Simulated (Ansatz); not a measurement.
**Lattice dynamics of LaYO2F2 (built on the sites of a database entry of LaOF)**

Aim: the vibrations of LaYO2F2 (built on the sites of a database entry of LaOF), their spectra, and whether the structure is stable.

Main program and level: Ansatz 0.2.0; DFT PBE+D3(BJ), scalar-relativistic, plane waves, PAW.

This is a report of a sequence of runs, with most program output left out.

The structure was built from a prototype and need not be the compound's stable phase.

**1. Starting point**

Symmetry: P4mm, No. 99, tetragonal system. Conventional cell: a = 3.969 Å, b = 3.969 Å, c = 5.677 Å, α = 90.00°, β = 90.00°, γ = 90.00°. Nearest to Y lie 4 F at 2.35 Å and 4 O at 2.54 Å. La has 4 F at 2.35 Å and 4 O at 2.54 Å nearest. O has 2 Y at 2.54 Å and 2 La at 2.54 Å nearest. Nearest to F lie 2 La at 2.35 Å and 2 Y at 2.35 Å. Farther neighbours and most contacts between anions are not listed.

**2. Coarse relaxation**

The start is far from rest, so a relaxation with loose tolerances brings it close first.

input.yaml

```yaml
crystal:
  lattice:
    - [3.96866, 0.0, 0.0]
    - [0.0, 3.96866, 0.0]
    - [0.0, 0.0, 5.67699]
  atoms:
    - { symbol: "Y", position: [0.0, 0.5, 0.778] }
    - { symbol: La, position: [0.5, 0.0, 0.222] }
    - { symbol: O, position: [0.0, 0.0, 0.5] }
    - { symbol: O, position: [0.5, 0.5, 0.5] }
    - { symbol: F, position: [0.0, 0.0, 0.0] }
    - { symbol: F, position: [0.5, 0.5, 0.0] }
kpoints:
  mp_grid: { grid: [6, 6, 4] }
hamiltonian:
  xc: pbe
  dispersion: d3bj
scf:
  occupations: { method: gaussian, width: 0.1 }
output:
  forces: true
  stress: true
  eigenvalues: true
relax:
  adjacent_minimum: "off"
  f_tol: 0.05
  max_steps: 80
  cell: { stress_tol: 0.5 }
```

Launch:

```console
$ ansatz run input.yaml --threads 8 --pin off --max-ram 14336MiB --backend cpu --events-out ev --progress --plain --runs-dir out
```

Elapsed: 9.6 s, on 8 threads of Arm Neoverse V2, shared host; peak memory 0.51 GiB; 68 s of CPU time.

Relaxation path:

| step | energy less that of the first step (eV) | largest force component (eV/Å) | pressure (GPa) | volume (Å³) |
| --- | --- | --- | --- | --- |
| 1 | 0.0000 | 9.0498 | -1.38 | 89.41 |
| 2 | -2.5740 | 4.5091 | -2.90 | 88.72 |
| 3 | -3.4329 | 0.6696 | 3.15 | 86.73 |
| 4 | -3.4628 | 0.3204 | 0.42 | 88.00 |
| 5 | -3.4652 | 0.1309 | 0.17 | 88.29 |
| 6 | -3.4657 | 0.0862 | -0.09 | 88.53 |
| 7 | -3.4665 | 0.0246 | -0.03 | 88.49 |
| 8* | -3.4638 | 0.0246 | -0.08 | 88.49 |

Relaxation steps marked * repeat the geometry before them on a plane-wave basis chosen anew for their cell, so energy and pressure can jump there.

The run keeps the 8 symmetry operations that it works with, so distortions that break them were not tested.

| conventional cell, symmetrised | before | after | change |
| --- | --- | --- | --- |
| a (Å) | 3.969 | 3.951 | -0.4 % |
| b (Å) | 3.969 | 3.951 | -0.4 % |
| c (Å) | 5.677 | 5.668 | -0.2 % |
| volume (Å³/atom) | 14.90 | 14.75 | -1.0 % |

The atoms that moved most (Å, as changes of fractional coordinates times the final cell):

| atom | dx | dy | dz | length |
| --- | --- | --- | --- | --- |
| Y1 | 0.000 | 0.000 | -0.381 | 0.381 |
| La2 | 0.000 | 0.000 | 0.358 | 0.358 |
| O3 | 0.000 | 0.000 | 0.075 | 0.075 |
| O4 | 0.000 | 0.000 | 0.075 | 0.075 |
| F5 | 0.000 | 0.000 | -0.063 | 0.063 |
| F6 | 0.000 | 0.000 | -0.063 | 0.063 |

The relaxed structure:

```
Y La O F
1.0
     3.95108    0.00000    0.00000
     0.00000    3.95108    0.00000
     0.00000    0.00000    5.66816
Y La O F
1 1 2 2
Direct
  0.00000 0.50000 0.71074
  0.50000 0.00000 0.28524
  0.00000 0.00000 0.51316
  0.50000 0.50000 0.51316
  0.00000 0.00000 0.98885
  0.50000 0.50000 0.98885
```

Numbers from this step:

| Quantity | Value |
| --- | --- |
| pressure | -0.08397 GPa |
| gap on the k-mesh | 4.471 eV |
| volume per atom | 14.75 Å³ |
| direct gap on mesh | 4.791 eV |

In this step the volume went from 14.90 to 14.75 Å³/atom.

**3. Bringing the structure to rest**

The cell and atoms are relaxed, since residual forces and stress would shift the frequencies.

input.yaml

```yaml
crystal:
  lattice:
    - [3.9510804624, 0.0, 0.0]
    - [0.0, 3.9510804624, 0.0]
    - [0.0, 0.0, 5.6681567893]
  atoms:
    - { symbol: "Y", position: [0.0, 0.5, 0.7107365595] }
    - { symbol: La, position: [0.5, 0.0, 0.2852361808] }
    - { symbol: O, position: [0.0, 0.0, 0.5131613403] }
    - { symbol: O, position: [0.5, 0.5, 0.5131613403] }
    - { symbol: F, position: [0.0, 0.0, -0.0111477105] }
    - { symbol: F, position: [0.5, 0.5, -0.0111477105] }
kpoints:
  mp_grid: { grid: [6, 6, 4] }
hamiltonian:
  xc: pbe
  dispersion: d3bj
scf:
  occupations: { method: gaussian, width: 0.02 }
output:
  forces: true
  stress: true
  eigenvalues: true
  write_density: true
  write_potential: true
  elf: true
  volumetric_format: npy
relax:
  adjacent_minimum: "off"
  f_tol: 0.005
  max_steps: 80
  cell: { stress_tol: 0.05 }
```

The job ended after 7.1 s (8 threads; peak memory 0.52 GiB; 50 s of CPU time).

Little changed from the start: no atom moved by 0.005 Å and no cell edge by 0.1 %.

Numbers from this step:

```
pressure           : -0.003103 GPa
gap on the k-mesh  : 4.464 eV
volume per atom    : 14.74 Å³
direct gap on mesh : 4.786 eV
```

Valence density in the ac plane at fractional y = 0.000, with atoms of La and O and F within 0.2 Å of it. It is the smooth field of the valence electrons, not physical close to the nuclei.

Values in e/Å³, 20 rows by 14 columns, each cell a mean:
```
11  7  2  0  0  0  0  0  0  0  0  1  3  8
 5  3  1  0  0  0  0  0  0  0  0  0  1  3
 1  1  0  0  0  0  0  0  0  0  0  0  0  1
 0  0  0  0  0  0  0  0  0  0  0  0  0  0
 0  0  0  0  0  0  0  0  0  0  0  0  0  0
 0  0  0  0  0  0  0  0  0  0  0  0  0  0
 1  1  0  0  0  0  0  0  0  0  0  0  0  1
 3  2  1  0  0  0  0  0  0  0  0  0  1  2
 6  4  2  0  0  0  0  0  0  0  0  1  2  5
 7  5  2  1  0  0  0  0  0  0  0  1  3  6
 5  4  1  1  0  1  1  1  1  0  0  1  2  4
 2  1  1  1  1  1  2  2  1  1  1  1  1  2
 1  1  0  1  1  2  2  2  2  1  1  0  0  1
 0  0  0  1  1  2  1  1  2  2  1  0  0  0
 0  0  0  1  1  2  1  1  2  2  1  0  0  0
 0  0  0  0  1  2  2  2  2  1  1  0  0  0
 0  0  0  0  1  1  1  1  1  1  0  0  0  0
 1  1  0  0  0  1  1  1  1  0  0  0  1  1
 6  4  1  0  0  0  0  0  0  0  0  1  2  5
12  7  2  0  0  0  0  0  0  0  0  1  3  9
```
Columns run along a (3.9 Å), rows up along c (5.7 Å). Atoms in or near the plane, at fractional coordinates: La at (0.50, 0.28), O at (0.00, 0.51), F at (0.00, 0.99).

ELF in the ac plane at fractional y = 0.000, with atoms of La and O and F within 0.2 Å of it. It is the smooth field of the valence electrons, not physical close to the nuclei.

Values, 20 rows by 14 columns, each cell a mean:
```
0.58 0.73 0.79 0.61 0.25 0.03 0.01 0.01 0.01 0.07 0.35 0.69 0.80 0.69
0.77 0.80 0.74 0.53 0.22 0.03 0.01 0.01 0.01 0.07 0.30 0.61 0.78 0.79
0.70 0.66 0.51 0.29 0.11 0.02 0.01 0.00 0.01 0.04 0.15 0.36 0.57 0.67
0.29 0.25 0.16 0.08 0.03 0.01 0.01 0.00 0.01 0.02 0.04 0.10 0.20 0.26
0.07 0.07 0.06 0.05 0.03 0.01 0.01 0.01 0.01 0.02 0.03 0.05 0.06 0.07
0.34 0.32 0.26 0.17 0.09 0.03 0.01 0.01 0.01 0.05 0.11 0.20 0.28 0.32
0.72 0.70 0.60 0.44 0.21 0.05 0.02 0.01 0.02 0.09 0.28 0.49 0.64 0.71
0.79 0.81 0.77 0.61 0.30 0.06 0.02 0.02 0.03 0.11 0.39 0.67 0.80 0.81
0.56 0.73 0.81 0.66 0.28 0.06 0.05 0.05 0.05 0.10 0.39 0.73 0.81 0.68
0.33 0.64 0.80 0.58 0.21 0.17 0.32 0.39 0.28 0.14 0.29 0.69 0.79 0.55
0.62 0.75 0.76 0.42 0.23 0.50 0.73 0.79 0.69 0.39 0.23 0.54 0.80 0.72
0.81 0.78 0.54 0.28 0.51 0.79 0.83 0.84 0.83 0.73 0.41 0.32 0.65 0.80
0.70 0.57 0.29 0.36 0.72 0.77 0.58 0.48 0.64 0.79 0.63 0.28 0.36 0.62
0.31 0.21 0.17 0.52 0.79 0.61 0.17 0.05 0.27 0.73 0.77 0.39 0.14 0.24
0.07 0.06 0.16 0.59 0.82 0.63 0.18 0.05 0.28 0.75 0.80 0.45 0.09 0.06
0.10 0.07 0.11 0.47 0.80 0.79 0.56 0.43 0.63 0.82 0.75 0.33 0.07 0.08
0.47 0.35 0.14 0.22 0.62 0.83 0.83 0.81 0.83 0.79 0.50 0.15 0.20 0.40
0.77 0.71 0.43 0.15 0.26 0.61 0.76 0.79 0.74 0.50 0.19 0.20 0.55 0.73
0.74 0.79 0.73 0.36 0.10 0.17 0.34 0.40 0.30 0.12 0.13 0.49 0.79 0.78
0.52 0.71 0.79 0.56 0.16 0.04 0.06 0.08 0.06 0.06 0.26 0.66 0.80 0.66
```
Columns run along a (3.9 Å), rows up along c (5.7 Å). Atoms in or near the plane, at fractional coordinates: La at (0.50, 0.28), O at (0.00, 0.51), F at (0.00, 0.99).

Electrostatic potential energy in the ac plane at fractional y = 0.000, with atoms of La and O and F within 0.2 Å of it. With pseudopotentials it is smooth inside the atoms' cores, unlike the true potential.

Ten even steps from '0' (-37 eV) to '9' (13 eV), each cell a mean:
```
01699999999940
24899999999973
89999999999998
99999999999999
99999999999999
99999999999999
99999999999999
35899999999985
01699999999941
00599887889830
02688655578851
56886310146886
99873001015799
99862036203799
99862036203789
99874001015799
99986311147899
68988655578997
13799888889962
01599999999930
```
Columns run along a (3.9 Å; values clipped at the 3rd and 97th percentile), rows up along c (5.7 Å). Atoms in or near the plane, at fractional coordinates: La at (0.50, 0.28), O at (0.00, 0.51), F at (0.00, 0.99).

In this step the volume went from 14.75 to 14.74 Å³/atom.

**4. Tight relaxation**

Phonons need a cell at rest on their own settings, so the relaxation is repeated with tight tolerances on forces and stress, using the mesh and the filling of the phonon run that follows.

input.yaml, the sections that differ from step 3:

```yaml
crystal:
  lattice:
    - [3.9491365728, 0.0, 0.0]
    - [0.0, 3.9491365728, 0.0]
    - [0.0, 0.0, 5.6695768079]
  atoms:
    - { symbol: "Y", position: [0.0, 0.5, 0.7106038291] }
    - { symbol: La, position: [0.5, 0.0, 0.2849371511] }
    - { symbol: O, position: [0.0, 0.0, 0.5133070325] }
    - { symbol: O, position: [0.5, 0.5, 0.5133070325] }
    - { symbol: F, position: [0.0, 0.0, -0.0110775227] }
    - { symbol: F, position: [0.5, 0.5, -0.0110775227] }
scf:
  occupations: { method: fixed }
relax:
  adjacent_minimum: "off"
  f_tol: 0.001
  max_steps: 60
  cell: { stress_tol: 0.01 }
# kpoints, hamiltonian, output: as in step 3
```

The job ended after 5 s (8 threads; peak memory 0.51 GiB; 35 s of CPU time).

Little changed from the start: no atom moved by 0.005 Å and no cell edge by 0.1 %.

This step gave:

* pressure: 4.53e-4 GPa
* gap on the k-mesh: 4.465 eV

ELF in the ac plane at fractional y = 0.000, with atoms of La and O and F within 0.2 Å of it. It is the smooth field of the valence electrons, not physical close to the nuclei.

Ten even steps from '_' (0.00) to '@' (0.84), each cell a mean:
```
**%%@@##::__________==%%@@%%
@@@@%%**::__________--##@@@@
%%##**--..__________..==**%%
--::..________________..::--
____________________________
==----::..__________..::----
%%%%##++::________..--++##%%
@@@@@@##--________..==%%@@@@
**%%@@##--________..==%%@@%%
--##@@**::..--==--..--%%@@**
##%%@@++::++%%@@%%==::**@@%%
@@@@**--**@@@@@@@@%%==--##@@
%%**--==%%@@**++##@@##--==##
--::::**@@##::__--%%@@==..::
____..##@@##::__--%%@@++____
..__..++@@@@**++##@@%%--____
++==..::##@@@@@@@@@@++..::==
@@%%++..--##@@@@%%**::::**%%
%%@@%%==..::--==--....++@@@@
**%%@@**..__________--##@@##
```
Columns run along a (3.9 Å), rows up along c (5.7 Å). Atoms in or near the plane, at fractional coordinates: La at (0.50, 0.28), O at (0.00, 0.51), F at (0.00, 0.99).

Electrostatic potential energy in the ac plane at fractional y = 0.000, with atoms of La and O and F within 0.2 Å of it. With pseudopotentials it is smooth inside the atoms' cores, unlike the true potential.

Ten even steps from '_' (-37 eV) to '@' (13 eV), each cell a mean:
```
__..**@@@@@@@@@@@@@@@@@@==__
::==%%@@@@@@@@@@@@@@@@@@##--
%%@@@@@@@@@@@@@@@@@@@@@@@@%%
@@@@@@@@@@@@@@@@@@@@@@@@@@@@
@@@@@@@@@@@@@@@@@@@@@@@@@@@@
@@@@@@@@@@@@@@@@@@@@@@@@@@@@
@@@@@@@@@@@@@@@@@@@@@@@@@@@@
--++%%@@@@@@@@@@@@@@@@@@%%++
__..**@@@@@@@@@@@@@@@@@@==..
____++@@@@%%%%##%%%%@@%%--__
__::**%%%%**++++++##%%%%++..
++**%%%%**--..__..==**%%%%**
@@@@%%##--____..__..++##@@@@
@@@@%%**::__--**::__--##@@@@
@@@@%%**::__--**::__--##%%@@
@@@@%%##==____..__..++##@@@@
@@@@@@%%**--......==##%%@@@@
**%%@@%%%%**++++++##%%@@@@##
..--##@@@@%%%%%%%%%%@@@@**::
__..++@@@@@@@@@@@@@@@@@@--__
```
Columns run along a (3.9 Å; values clipped at the 3rd and 97th percentile), rows up along c (5.7 Å). Atoms in or near the plane, at fractional coordinates: La at (0.50, 0.28), O at (0.00, 0.51), F at (0.00, 0.99).

Valence density in the ac plane at fractional y = 0.000, with atoms of La and O and F within 0.2 Å of it. It is the smooth field of the valence electrons, not physical close to the nuclei.

Ten steps, logarithmic in the rise over the least value, from '_' (0 e/Å³) to '@' (12 e/Å³), each cell a mean:
```
@@%%**--..__________..==##@@
%%##==::..__________..--++##
====::..______________..--==
::::..__________________..::
....____________________....
::::..________________....::
==--::..____________....----
****==::..__________..--==**
%%##++--....______..::==**%%
%%%%**--::::::::::::::==##%%
%%##++------======----==**##
**++==--==++++++++==----==++
--------==++++++++++==------
::::::--++++++++++++==--::::
....::--++++++++++++==--....
......--==++++++++++==::....
::::::::--++++++++==--::::::
++==--::::--======--::::--++
%%##++::....::::::..::--**##
@@%%**--..________..::==##@@
```
Columns run along a (3.9 Å), rows up along c (5.7 Å). Atoms in or near the plane, at fractional coordinates: La at (0.50, 0.28), O at (0.00, 0.51), F at (0.00, 0.99).

The largest force component left is 0.45 meV/Å and the pressure is 0.000 GPa, within the tolerances set. The cell now holds 14.74 Å³/atom.

**5. Zone-centre response**

The zone centre comes first: it holds the modes that light can see, as far as symmetry allows. The response to a homogeneous field gives the Born charges and the dielectric tensor.

input.yaml

```yaml
crystal:
  lattice:
    - [3.9491705737, 0.0, 0.0]
    - [0.0, 3.9491705737, 0.0]
    - [0.0, 0.0, 5.6693653701]
  atoms:
    - { symbol: "Y", position: [0.0, 0.5, 0.7105914178] }
    - { symbol: La, position: [0.5, 0.0, 0.2849359094] }
    - { symbol: O, position: [0.0, 0.0, 0.5133053335] }
    - { symbol: O, position: [0.5, 0.5, 0.5133053335] }
    - { symbol: F, position: [0.0, 0.0, -0.0110689972] }
    - { symbol: F, position: [0.5, 0.5, -0.0110689972] }
kpoints:
  mp_grid: { grid: [6, 6, 4] }
hamiltonian:
  xc: pbe
  dispersion: d3bj
scf:
  occupations: { method: fixed }
output:
  eigenvalues: true
phonons:
  method: dfpt
  dielectric: true
  rigid_motions: translations
```

It took 43 s on 8 threads; peak memory 1.3 GiB; 5.2 min of CPU time.

This step gave:

```
sum-rule residual before enforcement                    : 1.10e-4 eV/Å²
miss of the charge sum rule                             : 9.54e-5 e
point group                                             : 4mm
highest optical mode at the zone centre (no LO-TO term) : 510.2 cm⁻¹
lowest optical zone-centre mode                         : 111.6 cm⁻¹
mean high-frequency dielectric constant                 : 3.508
largest Born charge (third of the trace)                : 3.910 e
mean static dielectric constant                         : 16.53
top of the zone-centre spectrum with the field          : 561.7 cm⁻¹
```

Without the LO-TO term. Patterns of degenerate modes are one choice out of their space. The modes at Γ (shares of kinetic energy by element, %):

| mode | frequency (cm⁻¹) | symmetry | Y % | La % | O % | F % |
| --- | --- | --- | --- | --- | --- | --- |
| 1 | 0.0 | acoustic | 30 | 47 | 11 | 13 |
| 2 | 0.0 | acoustic | 30 | 47 | 11 | 13 |
| 3 | 0.0 | acoustic | 30 | 47 | 11 | 13 |
| 4 | 111.6 | E | 36 | 2 | 1 | 61 |
| 5 | 111.6 | E | 36 | 2 | 1 | 61 |
| 6 | 143.4 | E | 26 | 46 | 0 | 27 |
| 7 | 143.4 | E | 26 | 46 | 0 | 27 |
| 8 | 152.7 | B1 | 0 | 0 | 30 | 70 |
| 9 | 234.3 | A1 | 5 | 16 | 9 | 70 |
| 10 | 252.8 | A1 | 63 | 36 | 0 | 1 |
| 11 | 281.7 | E | 0 | 0 | 2 | 98 |
| 12 | 281.7 | E | 0 | 0 | 2 | 98 |
| 13 | 308.9 | E | 8 | 5 | 86 | 1 |
| 14 | 308.9 | E | 8 | 5 | 86 | 1 |
| 15 | 381.5 | B1 | 0 | 0 | 70 | 30 |
| 16 | 473.2 | E | 0 | 0 | 100 | 0 |
| 17 | 473.2 | E | 0 | 0 | 100 | 0 |
| 18 | 510.2 | A1 | 2 | 1 | 80 | 16 |

Displacements in mode 5 (111.6 cm⁻¹), the largest set to 1:
```
Y1  -0.41 -0.02  0.00
La2  0.08  0.00  0.00
O3  -0.11 -0.01  0.00
O4  -0.16 -0.01  0.00
F5   0.58  0.05  0.00
F6   1.00  0.03  0.00
```

Displacements in mode 18 (510.2 cm⁻¹), the largest set to 1:
```
Y1   0.00  0.00 -0.09
La2  0.00  0.00 -0.06
O3   0.00  0.00  1.00
O4   0.00  0.00  1.00
F5   0.00  0.00 -0.42
F6   0.00  0.00 -0.42
```

Optical modes at the zone centre, without and with the macroscopic field of the longitudinal modes; each column is sorted by frequency, so a row need not hold one and the same mode. Modes with and without the field, by row:

| rank among optical modes | no field (cm⁻¹) | q along (1, 0, 0) (cm⁻¹) | q along (0, 0, 1) (cm⁻¹) |
| --- | --- | --- | --- |
| 1 | 111.6 | 111.6 | 111.6 |
| 2 | 111.6 | 129.7 | 111.6 |
| 3 | 143.4 | 143.4 | 143.4 |
| 4 | 143.4 | 152.7 | 143.4 |
| 5 | 152.7 | 159.1 | 152.7 |
| 6 | 234.3 | 234.3 | 252.3 |
| 7 | 252.8 | 252.8 | 281.7 |
| 8 | 281.7 | 281.7 | 281.7 |
| 9 | 281.7 | 281.7 | 308.9 |
| 10 | 308.9 | 308.9 | 308.9 |
| 11 | 308.9 | 381.5 | 381.5 |
| 12 | 381.5 | 470.8 | 396.4 |
| 13 | 473.2 | 473.2 | 473.2 |
| 14 | 473.2 | 510.2 | 473.2 |
| 15 | 510.2 | 551.7 | 561.7 |

Born charge (rows field, columns displacement) (e), principal values of the symmetric part by kind of site:

| atom | atoms with these values | low | middle | high | mean |
| --- | --- | --- | --- | --- | --- |
| Y1 | 1 | 3.35 | 3.98 | 3.98 | 3.77 |
| La2 | 1 | 3.56 | 4.08 | 4.08 | 3.91 |
| O3 | 2 | -2.83 | -2.69 | -1.72 | -2.41 |
| F5 | 2 | -1.73 | -1.31 | -1.23 | -1.43 |

In full for La2:

```
4.08 0.00 0.00
0.00 4.08 0.00
0.00 0.00 3.56
```

High-frequency dielectric tensor:

```
3.66 0.00 0.00
0.00 3.66 0.00
0.00 0.00 3.20
```

Static dielectric tensor (ions relaxed, fixed cell):

```
19.25  0.00  0.00
 0.00 19.25  0.00
 0.00  0.00 11.08
```

Transverse modes. Infrared lines, with heights relative to the strongest:

| position (cm⁻¹) | label | relative intensity |
| --- | --- | --- |
| 112 | E | 13 |
| 143 | E | 4.5 |
| 153 | B1 | 0.0 |
| 234 | A1 | 30 |
| 253 | A1 | 0.7 |
| 282 | E | 0.0 |
| 309 | E | 100 |
| 382 | B1 | 0.0 |
| 473 | E | 0.7 |
| 510 | A1 | 6.7 |

Before it was imposed, the acoustic sum rule was missed by 1.1e-4 eV/Å² and the charge sum rule by 9.5e-5 e. Small misses are needed for a sound result but don't prove that mesh and cutoff are converged. The lowest optical mode is real, 112 cm⁻¹.

(Part 1 of 2 ends here.)

[Logs are printed without paths, hosts, clocks, repeated set-up lines and the standing remarks that a program may print on its own settings, such as how far it seeks lower states.]

[Hosts, paths, dates, database ids (printed as entryN), source tags and the programs' standing remarks are cut or masked in the printed files.]
